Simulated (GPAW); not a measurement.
Consider La (Im-3m).

```cif
data_structure
_symmetry_space_group_name_H-M 'P 1'
_symmetry_Int_Tables_number 1
_cell_length_a 3.6786
_cell_length_b 3.6786
_cell_length_c 3.6786
_cell_angle_alpha 109.471
_cell_angle_beta 109.471
_cell_angle_gamma 109.471
_cell_volume 38.32
loop_
_atom_site_label
_atom_site_type_symbol
_atom_site_fract_x
_atom_site_fract_y
_atom_site_fract_z
_atom_site_occupancy
La1 La 0.00000 0.00000 0.00000 1
```

Absorber: atom 1, with 8 La at 3.68 Å and 6 La at 4.25 Å (cube and octahedron, as in bcc, site symmetry m-3m). Method: GPAW, LDA, excited-electron core hole (neutral cell), 8-atom cell with 7.4 Å between holes, 5×5×5 k points, dipole transitions, Gaussian full width 3.41 eV up to 4 eV, rising linearly to 3.5 eV at 25 eV, without spin-orbit coupling.

This is not the structure that La takes at ambient pressure and room temperature (hexagonal, No. 194); it is a model or a phase of other conditions.

Question: Predict the near-edge structure at the La L₃ edge.

Main maxima up to 28 eV above the zero (height): 3.4 eV (2.05), 10.8 eV (0.79) and 22.4 eV (0.83). At an L edge the dipole rule selects empty d (and weakly s) states on the absorber, and the strong line at the onset measures the empty part of its d band. 

The La L₃ spectrum (energy from the lowest empty level; intensity scaled to a mean of 1 over the first 20 eV):

```
E (eV)  intensity
 -2.00       0.16
 -1.25       0.35
 -0.50       0.63
  0.25       0.96
  1.00       1.30
  1.75       1.63
  2.50       1.91
  3.25       2.04
  4.00       1.95
  4.75       1.66
  5.50       1.29
  6.25       0.98
  7.00       0.79
  7.75       0.71
  8.50       0.71
  9.25       0.74
 10.00       0.78
 10.75       0.79
 11.50       0.79
 12.25       0.77
 13.00       0.75
 13.75       0.75
 14.50       0.74
 15.25       0.72
 16.00       0.70
 16.75       0.67
 17.50       0.67
 18.25       0.68
 19.00       0.69
 19.75       0.72
 20.50       0.76
 21.25       0.80
 22.00       0.83
 22.75       0.83
 23.50       0.79
 24.25       0.72
 25.00       0.63
 25.75       0.56
 26.50       0.52
 27.25       0.53
 28.00       0.58
 28.75       0.64
```

Only the L₃ part is meant: spin–orbit coupling of the core level isn't computed and the L₂ copy isn't added. The script folds with a Gaussian, whereas the core hole's own line is a Lorentzian, so the onset is too steep and the first peak too high. Lifetime broadening is put in by hand, and intensities beyond about 20 eV depend on it and on the partial waves. The structure is a computed Materials Project entry and may be a hypothetical form.

[Banner, clock and machine lines of the logs are left out without a mark of their own.]

[Logs are printed without paths, hosts, clocks, repeated set-up lines and the standing remarks that a program may print on its own settings, such as how far it seeks lower states.]

[Hosts, paths, dates, database ids (printed as entryN), source tags and the programs' standing remarks are cut or masked in the printed files.]

[Lists of maxima count a maximum above −3 eV only where it reaches 4 % of the highest in the window and stands out from its surroundings by 2 % of it (1.5 % where it reaches 55 %); shoulders and weaker maxima are passed over, and of the rest the first, up to two pre-edge ones and the few strongest are named.]
